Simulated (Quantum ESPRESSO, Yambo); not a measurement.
Planning a run of Yambo 5.3.0 on Diamond (Fd-3m, 2 atoms a cell). The input:

```
optics
bss
bse
em1s
dipoles
rim_cut
RandQpts= 1000000
RandGvec= 1 RL
Chimod= "HARTREE"
BSKmod= "SEX"
BSEmod= "resonant"
BSSmod= "d"
BSENGexx= 30 Ry
BSENGBlk= 4 Ry
% BSEQptR
 1 | 1 |
%
% BSEBands
 3 | 6 |
%
% BEnRange
 0 | 10 | eV
%
% BDmRange
 0.1 | 0.1 | eV
%
BEnSteps= 101
% BLongDir
 1 | 0 | 0 |
%
% BndsRnXs
 1 | 15 |
%
NGsBlkXs= 4 Ry
% LongDrXs
 1 | 1 | 1 |
%
% KfnQP_E
 1.744 | 1.0 | 1.0 |
%
WRbsWF
```

```sh
OMP_NUM_THREADS=1 mpirun -n 4 yambo -F bse14.in -J bse14 -C bse14 > bse14.log
```

The stored states that it reads are on a 12×12×12 mesh. Symmetry: Fd-3m, No. 227, cubic system. The conventional cell has a = 3.567 Å, b = 3.567 Å, c = 3.567 Å, α = 90.00°, β = 90.00°, γ = 90.00°. C has 4 C at 1.54 Å nearest.

Q: Estimate wall time and host memory on 4 MPI ranks of Arm Neoverse V1, shared host.

It took 16 min; on shared hardware allow 8 min to 32 min. Peak host memory was 4.5 GiB.

The kernel grows as the square of the matrix size, and full diagonalisation as its cube.

[Paths, hosts, dates, memory and timing lines, banners, echoed tables and standing remarks are left out of the program output.]

[Logs are printed without paths, hosts, clocks, repeated set-up lines and the standing remarks that a program may print on its own settings, such as how far it seeks lower states.]

[Runs of the session that timed out or met a known fault of the program may be left out.]

[Hosts, paths, dates, database ids (printed as entryN), source tags and the programs' standing remarks are cut or masked in the printed files.]
